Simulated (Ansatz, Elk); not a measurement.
# Bonding as seen by X-rays: MoPbS2N

Structure refinements treat a crystal as free atoms side by side. For a made-up structure of MoPbS2N (cell and positions from a r2SCAN relaxation) the runs below show what the calculated density changes in F(hkl).

Program: Elk 11.2.3 (patched build). Level of theory: DFT, PBE, all-electron APW+lo, Dirac cores, scalar-relativistic bands, static density, no spin. Results are calculated unless marked as measured.

The structure was built from a prototype and need not be the compound's stable phase.

**1. Starting point**

It takes space group P4/mmm (No. 123, tetragonal). The conventional cell has a = 4.916 Å, b = 4.916 Å, c = 3.820 Å, α = 90.00°, β = 90.00°, γ = 90.00°. Nearest to Pb lie 8 S at 3.11 Å. Mo has 2 N at 1.91 Å and 4 S at 2.46 Å nearest. Nearest to S lie 2 Mo at 2.46 Å and 4 Pb at 3.11 Å. Nearest to N lie 2 Mo at 1.91 Å. Farther neighbours and most contacts between anions are not listed.

**2. Ground state and structure factors**

An all-electron density is needed, since X-rays see the cores too. Task 0 finds the density and task 195 Fourier-transforms it; tshift is off so that phases refer to the origin typed.

elk.in

```
tasks
  0
  195

xctype
  20

spinpol
  .false.

rgkmax
  7.0

gmaxvr
  14.0

lmaxo
  7

lmaxapw
  8

swidth
  0.002

tshift
  .false.

ramdisk
  .false.

hmaxvr
  5.5

maxscl
  120

epspot
  1e-06

sppath
  './'

avec
  9.28941857871 0.00000000000 0.00000000000
  -0.00000000000 9.28941857871 0.00000000000
  0.00000000000 0.00000000000 7.21783422623

atoms
  4
  'Pb.in'
  1
  0.0000000000 0.0000000000 0.0000000000   0.000000 0.000000 0.000000
  'Mo.in'
  1
  0.5000000000 0.5000000000 0.5000000000   0.000000 0.000000 0.000000
  'S.in'
  2
  0.5000000000 -0.0000000000 0.5000000000   0.000000 0.000000 0.000000
  -0.0000000000 0.5000000000 0.5000000000   0.000000 0.000000 0.000000
  'N.in'
  1
  0.5000000000 0.5000000000 0.0000000000   0.000000 0.000000 0.000000

ngridk
  5 5 6
```

Launch:

```
$ OMP_NUM_THREADS=4 elk
```

Numbers of over 12 decimals in the logs are rounded to 6 here.

The program printed:

```text
┌─────────────────────────┐
│ Elk code version 11.2.3 │
└─────────────────────────┘

All units are atomic (Hartree, Bohr, etc.)

┌─────────────────────────────────────────────────┐
│ Ground-state run starting from atomic densities │
└─────────────────────────────────────────────────┘

Lattice vectors :
   9.289418579       0.000000000       0.000000000
  -0.000000000       9.289418579       0.000000000
   0.000000000       0.000000000       7.217834226

Reciprocal lattice vectors :
  0.6763809009       0.000000000      -0.000000000
   0.000000000      0.6763809009       0.000000000
   0.000000000      -0.000000000      0.8705083977

Unit cell volume      :    622.8507164
Brillouin zone volume :   0.3982498645

Muffin-tin inner radius fraction :   0.1000000000E-01

Nuclei treated as point charges

Species : 1 (Pb)
 parameters loaded from : Pb.in
 name : lead
 nuclear charge    :   -82.00000000
 electronic charge :    82.00000000
 atomic mass :    377702.4943
 muffin-tin radius :    2.800000000
 number of radial points in muffin-tin :   1393
 inner part over the whole radius :   0.9993555083E-02
 number on inner part of muffin-tin    :   1001
 approximate nuclear radius :   0.1047603524E-03
 number of mesh points to nuclear radius :    525
 atomic positions (lattice), magnetic fields (Cartesian) :
  1 :   0.00000000  0.00000000  0.00000000    0.00000000  0.00000000  0.00000000

Species : 2 (Mo)
 parameters loaded from : Mo.in
 name : molybdenum
 nuclear charge    :   -42.00000000
 electronic charge :    42.00000000
 atomic mass :    174887.9214
 muffin-tin radius :    2.102996476
 number of radial points in muffin-tin :   1193
 inner part over the whole radius :   0.9983246180E-02
 number on inner part of muffin-tin    :    844
 approximate nuclear radius :   0.8334154960E-04
 number of mesh points to nuclear radius :    425
 atomic positions (lattice), magnetic fields (Cartesian) :
  1 :   0.50000000  0.50000000  0.50000000    0.00000000  0.00000000  0.00000000

Species : 3 (S)
 parameters loaded from : S.in
 name : sulphur
 nuclear charge    :   -16.00000000
 electronic charge :    16.00000000
 atomic mass :    58450.91931
 muffin-tin radius :    2.200000000
 number of radial points in muffin-tin :    793
 inner part over the whole radius :   0.9890556315E-02
 number on inner part of muffin-tin    :    554
 approximate nuclear radius :   0.6195814986E-04
 number of mesh points to nuclear radius :    251
 atomic positions (lattice), magnetic fields (Cartesian) :
  1 :   0.50000000  0.00000000  0.50000000    0.00000000  0.00000000  0.00000000
  2 :   0.00000000  0.50000000  0.50000000    0.00000000  0.00000000  0.00000000

Species : 4 (N)
 parameters loaded from : N.in
 name : nitrogen
 nuclear charge    :   -7.000000000
 electronic charge :    7.000000000
 atomic mass :    25532.65216
 muffin-tin radius :    1.455920637
 number of radial points in muffin-tin :    593
 inner part over the whole radius :   0.9853281403E-02
 number on inner part of muffin-tin    :    404
 approximate nuclear radius :   0.4939692610E-04
 number of mesh points to nuclear radius :    172
 atomic positions (lattice), magnetic fields (Cartesian) :
  1 :   0.50000000  0.50000000  0.00000000    0.00000000  0.00000000  0.00000000

Total number of atoms per unit cell :    5
Total muffin-tin volume :    233.0425978
 ratio of muffin-tin to unit cell volume :   0.3741548202

Spin treatment :
 spin-unpolarised

Number of Bravais lattice symmetries :   16
Number of crystal symmetries         :   16
Crystal has inversion symmetry
Real symmetric eigensolver will be used

k-point grid :      5     5     6
k-point offset :    0.000000000       0.000000000       0.000000000
k-point set is reduced with full crystal symmetry group
Total number of k-points :       24

Muffin-tin radius times maximum |G+k| :    7.000000000
 using average radius
Maximum |G+k| for APW functions       :    3.253115498
Maximum (1/2)|G+k|²                   :    5.291380221
[...]
total energy                :     -25832.902528925

Density of states at Fermi energy :    36.67247933
 (states/Hartree/unit cell)

Estimated indirect band gap :   0.5426451131E-02
 from k-point 19 to k-point 4
Estimated direct band gap   :   0.6375684361E-02
 at k-point 4

Charges :
 core                        :    118.0000000
 valence                     :    45.00000000
 interstitial                :    9.485942236
 muffin-tins (core leakage)
  species : 1 (Pb)
   atom 1                    :    79.81597445     (  0.1220838469E-02)
  species : 2 (Mo)
[...]
species : 3 (S)
[...]
species : 4 (N)
[...]
total in muffin-tins        :    153.5140578
 total calculated charge     :    162.9970823
 total charge                :    163.0000000
 error                       :   0.2917720978E-02

RMS change in Kohn-Sham potential (target) :   0.8807161671     (  0.1000000000E-05)
Absolute change in total energy (target)   :   0.2217116464     (  0.1000000000E-03)

[... loops 3 to 17 left out ...]

┌──────────────────┐
│ Loop number : 18 │
└──────────────────┘

Energies :
 Fermi                       :     0.273167
 sum of occupied eigenvalues :     -15825.958385219
 electron kinetic            :      29425.126269094
 core electron kinetic       :      29161.928819650
 Coulomb                     :     -54684.191018031
 Coulomb potential           :     -44503.603671438
 nuclear-nuclear             :     -2092.2047819486
 electron-nuclear            :     -60712.877108730
 Hartree                     :      8120.8908726478
 Madelung                    :     -32432.389182312
 xc potential                :     -747.48098287518
 exchange                    :     -563.56915547128
 correlation                 :     -8.759173
 electron entropic           :    -0.81821385215466E-03
 total energy                :     -25831.393895432

Density of states at Fermi energy :    61.48174915
 (states/Hartree/unit cell)

Estimated indirect band gap :   0.2380237507E-02
 from k-point 24 to k-point 2
Estimated direct band gap   :   0.1217747181E-01
 at k-point 4

Charges :
 core                        :    118.0000000
 valence                     :    45.00000000
 interstitial                :    9.556094025
 muffin-tins (core leakage)
  species : 1 (Pb)
[...]
species : 2 (Mo)
[...]
species : 3 (S)
[...]
species : 4 (N)
[...]
total in muffin-tins        :    153.4439060
 total calculated charge     :    162.9973860
 total charge                :    163.0000000
 error                       :   0.2613999578E-02

RMS change in Kohn-Sham potential (target) :   0.2074283047E-06 (  0.1000000000E-05)
Absolute change in total energy (target)   :   0.5346868784E-04 (  0.1000000000E-03)

Convergence targets achieved

┌──────────────────┐
│ Loop number : 19 │
└──────────────────┘

Energies :
 Fermi                       :     0.273167
 sum of occupied eigenvalues :     -15825.958389243
 electron kinetic            :      29425.126266256
 core electron kinetic       :      29161.928813919
 Coulomb                     :     -54684.191022221
 Coulomb potential           :     -44503.603663467
 nuclear-nuclear             :     -2092.2047819486
 electron-nuclear            :     -60712.877125085
 Hartree                     :      8120.8908848119
 Madelung                    :     -32432.389190488
 xc potential                :     -747.48099203187
 exchange                    :     -563.56915565801
 correlation                 :     -8.759173
 electron entropic           :    -0.81821417351872E-03
 total energy                :     -25831.393902665

Density of states at Fermi energy :    61.48179132
 (states/Hartree/unit cell)

Estimated indirect band gap :   0.2380216308E-02
 from k-point 24 to k-point 2
Estimated direct band gap   :   0.1217744419E-01
 at k-point 4

Charges :
 core                        :    118.0000000
 valence                     :    45.00000000
 interstitial                :    9.556093782
 muffin-tins (core leakage)
  species : 1 (Pb)
[...]
species : 2 (Mo)
[...]
species : 3 (S)
   atom 1                    :    14.55485108     (  0.7024587354E-04)
   atom 2                    :    14.55485108     (  0.7024587354E-04)
  species : 4 (N)
   atom 1                    :    5.417394116     (  0.6677809399E-05)
 total in muffin-tins        :    153.4439062
 total calculated charge     :    162.9973860
 total charge                :    163.0000000
 error                       :   0.2613999909E-02

┌──────────────────────────────┐
│ Self-consistent loop stopped │
└──────────────────────────────┘

Warning : core states of species 1 leak from the muffin-tin :   0.1152730725E-02

Wrote STATE.OUT
```

Wall time 36 s (4 threads of Arm Neoverse V1, shared host); peak memory 0.2 GiB.

SFACRHO.OUT:

```text

h k l indices transformed by vhmat matrix:
   1.000000000       0.000000000       0.000000000    
   0.000000000       1.000000000       0.000000000    
   0.000000000       0.000000000       1.000000000    

      h      k      l  multipl.   |H|            Re(F)            Im(F)           |F|

      0      0      0      1   0.0000000       163.00000     -0.46993325E-16   163.00000    
      1      0      0      4  0.67638090       32.441659      0.28951044E-13   32.441659    
      0      0     -1      2  0.87050840       17.536040     -0.31927285E-13   17.536040    
      1     -1      0      4  0.95654704       89.863343      0.69634420E-14   89.863343    
      0     -1      1      8   1.1023956       101.60578      0.10343938E-13   101.60578    
     -1      1     -1      8   1.2933550       64.336592      0.61628666E-14   64.336592    
     -2      0      0      4   1.3527618       128.95952      0.52735777E-13   128.95952    
      2     -1      0      8   1.5124337       31.398747     -0.12492849E-13   31.398747    
      0     -2     -1      8   1.6086483       19.246297     -0.88353500E-13   19.246297    
      0      0      2      2   1.7410168       117.52436     -0.55387915E-13   117.52436    
     -2     -1      1     16   1.7450617       90.735811      0.49161182E-13   90.735811    
     -1      0     -2      8   1.8677876       30.612364     -0.73287562E-13   30.612364    
     -2     -2      0      4   1.9130941       113.41296      0.94112283E-13   113.41296    
      1      1     -2      8   1.9864848       75.342084     -0.13716066E-13   75.342084    
     -3      0      0      4   2.0291427       29.850593     -0.85968592E-13   29.850593    
     -2     -2     -1      8   2.1018358       18.419343     -0.97889508E-13   18.419343    
      1     -3      0      8   2.1389042       73.417338      0.47447257E-13   73.417338    
      2      0      2      8   2.2047911       106.51468     -0.94623366E-13   106.51468
```

Elk indexes on the primitive cell of elk.in and gives |H| = 4π sin θ/λ in inverse bohr. Below, one row stands for each form hkl of the conventional cell (m members, Friedel mates merged), F is for one primitive cell and the density is static (no thermal factor). Free-atom factors are Waasmaier and Kirfel's, and R is Σm||F|−|F'||/Σm|F|.

```
hkl   m  sin θ/λ (Å⁻¹)  abs F, DFT  neutral atoms   diff.
100   4          0.102      32.442         32.735  -0.294
001   2          0.131      17.536         17.557  -0.021
110   4          0.144      89.863         90.304  -0.441
101   8          0.166     101.606        102.229  -0.623
111   8          0.195      64.337         63.681  +0.656
200   4          0.203     128.959        128.798  +0.161
210   8          0.227      31.399         31.386  +0.013
201   8          0.242      19.246         18.818  +0.429
002   2          0.262     117.524        117.790  -0.266
211  16          0.262      90.736         91.002  -0.266
102   8          0.281      30.612         30.448  +0.164
220   4          0.288     113.413        113.402  +0.011
112   8          0.299      75.342         75.388  -0.046
300   4          0.305      29.851         29.971  -0.121
221   8          0.316      18.419         18.249  +0.170
310   8          0.322      73.417         73.174  +0.243
202   8          0.332     106.515        106.625  -0.110
301   8          0.332      83.632         83.561  +0.071
```

**3. The highest occupied states alone**

An energy window below the Fermi level keeps the highest occupied states, to see at which angles they scatter; shallow core shells can lie inside it and anion s states outside. No new self-consistency is needed.

elk.in: that of step 2 with these lines changed.

```diff
@@ -1,3 +1,2 @@
 tasks
-  0
   195
@@ -40,2 +39,5 @@
 
+wsfac
+  -0.094330 0.573170
+
 sppath
```

Launch:

```
$ OMP_NUM_THREADS=4 elk
```

The program printed:

```text
┌─────────────────────────────────┐
│ Elk code version 11.2.3 started │
└─────────────────────────────────┘

Info(readinput): the functional depends on the density's gradient
 muffin-tin radial points multiplied by    2.00000
 (not where nrmtscf is given)

┌────────────────────┐
│ Current task : 195 │
└────────────────────┘
Info(checkmt): changed muffin-tin radius of species 2 (Mo) from   2.6000 to   2.1030
Info(checkmt): changed muffin-tin radius of species 4 (N) from   1.8000 to   1.4559

Info(sfacrho): density structure factors written to SFACRHO.OUT

 Energy window :  -0.9433000000E-01  0.5731700000

┌──────────────────┐
│ Elk code stopped │
└──────────────────┘
```

It took 15 s on 4 threads; peak memory 0.16 GiB; 19 s of CPU time.

States within 10 eV below the Fermi level hold 21.00 electrons; any levels below the window count with the cores. Their amplitudes can exceed the total, where window and core parts have opposite phase:

```
hkl  sin θ/λ (Å⁻¹)  abs F, window  abs F, all
100          0.102          4.549      32.442
001          0.131          3.718      17.536
110          0.144          1.232      89.863
101          0.166          0.104     101.606
111          0.195          3.370      64.337
200          0.203          5.277     128.959
210          0.227          2.292      31.399
201          0.242          0.294      19.246
002          0.262          2.130     117.524
211          0.262          0.755      90.736
```

**4. Another functional**

The difference from free atoms is small, so it is set against the change that PBEsol makes.

elk.in: that of step 3 with these lines changed.

```diff
@@ -1,2 +1,3 @@
 tasks
+  0
   195
@@ -4,3 +5,3 @@
 xctype
-  20
+  22
 
@@ -39,5 +40,2 @@
 
-wsfac
-  -0.094330 0.573170
-
 sppath
```

Launch:

```
$ OMP_NUM_THREADS=4 elk
```

The program printed:

```text
┌─────────────────────────┐
│ Elk code version 11.2.3 │
└─────────────────────────┘

All units are atomic (Hartree, Bohr, etc.)

┌─────────────────────────────────────────────────┐
│ Ground-state run starting from atomic densities │
└─────────────────────────────────────────────────┘

Lattice vectors :
   9.289418579       0.000000000       0.000000000
  -0.000000000       9.289418579       0.000000000
   0.000000000       0.000000000       7.217834226

Reciprocal lattice vectors :
  0.6763809009       0.000000000      -0.000000000
[...]
species : 2 (Mo)
[...]
species : 3 (S)
[...]
atom 2                    :    14.52662418     (  0.7072954415E-04)
  species : 4 (N)
   atom 1                    :    5.396633410     (  0.6897262094E-05)
 total in muffin-tins        :    153.3749313
 total calculated charge     :    162.9973726
 total charge                :    163.0000000
 error                       :   0.2627352111E-02

┌──────────────────────────────┐
│ Self-consistent loop stopped │
└──────────────────────────────┘

Warning : core states of species 1 leak from the muffin-tin :   0.1161237417E-02

Wrote STATE.OUT
[key lines of the parts left out:]
total energy                :     -25822.183546454
```

Elapsed: 36 s, on 4 threads; peak memory 0.2 GiB; 93 s of CPU time.

Against the first run R = 0.02 %; the largest change is -0.068 at 200.

**5. A coarser k-mesh**

About half the k-points along each axis test the sampling.

elk.in: that of step 4 with these lines changed.

```diff
@@ -5,3 +5,3 @@
 xctype
-  22
+  20
 
@@ -65,2 +65,2 @@
 ngridk
-  5 5 6
+  2 2 3
```

Launch:

```
$ OMP_NUM_THREADS=4 elk
```

The program printed:

```text
┌─────────────────────────┐
│ Elk code version 11.2.3 │
└─────────────────────────┘

All units are atomic (Hartree, Bohr, etc.)

┌─────────────────────────────────────────────────┐
│ Ground-state run starting from atomic densities │
└─────────────────────────────────────────────────┘

Lattice vectors :
   9.289418579       0.000000000       0.000000000
  -0.000000000       9.289418579       0.000000000
   0.000000000       0.000000000       7.217834226

Reciprocal lattice vectors :
  0.6763809009       0.000000000      -0.000000000
[...]
species : 2 (Mo)
[...]
species : 3 (S)
[...]
atom 2                    :    14.57871017     (  0.7054145003E-04)
  species : 4 (N)
   atom 1                    :    5.413264202     (  0.6672575886E-05)
 total in muffin-tins        :    153.4304479
 total calculated charge     :    162.9975967
 total charge                :    163.0000000
 error                       :   0.2403254176E-02

┌──────────────────────────────┐
│ Self-consistent loop stopped │
└──────────────────────────────┘

Warning : core states of species 1 leak from the muffin-tin :   0.1150000410E-02

Wrote STATE.OUT
[key lines of the parts left out:]
total energy                :     -25831.371289425
```

It took 27 s on 4 threads; peak memory 0.2 GiB; 50 s of CPU time.

Against the first run R = 0.05 %; the largest change is +0.169 at 003.

**6. Settings against the effect**

```
          run  R against the first run (%)  R against neutral atoms, low angle (%)  wall time
PBE, rgkmax 7                         0.00                                    0.41       36 s
       PBEsol                         0.02                                    0.41       36 s
 k-mesh 2×2×3                         0.05                                    0.47       27 s
```

**7. Summary of results**

```json
{
  "R against neutral atoms, sin θ/λ < 0.3 Å⁻¹": "0.41 %",
  "R against neutral atoms, 0.3 to 0.80 Å⁻¹": "0.19 %"
}
```

**Reading.** Independent neutral atoms miss the calculated amplitudes by R = 0.41 % below 0.3 Å⁻¹ and 0.19 % from there to 0.80 Å⁻¹; by shells, 0.57 % below 0.15 Å⁻¹ (3 forms), 0.40 % 0.15 to 0.3 (10 forms), 0.27 % 0.3 to 0.45 (21 forms), 0.18 % above 0.45 (115 forms). Bonding, aspherical density and the tables' own atoms all enter these figures, and the runs don't part them. The largest change of an amplitude is +0.66 electrons, at 111. The window's part falls from 21.0 electrons at the origin to at most 0.40 between 0.45 and 0.80 Å⁻¹. Below 0.3 Å⁻¹ the changes that finished (PBEsol and k-mesh 2×2×3) move F by R = 0.07 % at most, against the 0.41 % that separates it from free atoms. The basis has no finished test. These runs have no spin, though d or f shells may be open. The electron count is odd, so without spin the run is a metal by force. Spin-orbit coupling is left out, which can matter for elements this heavy. Part of the difference isn't bonding: the tables are fits to free atoms and ions calculated by other methods than this functional. Thermal motion, anomalous dispersion and extinction are left out.

[Logs are printed without paths, hosts, clocks, repeated set-up lines and the standing remarks that a program may print on its own settings, such as how far it seeks lower states.]

[Hosts, paths, dates, database ids (printed as entryN), source tags and the programs' standing remarks are cut or masked in the printed files.]
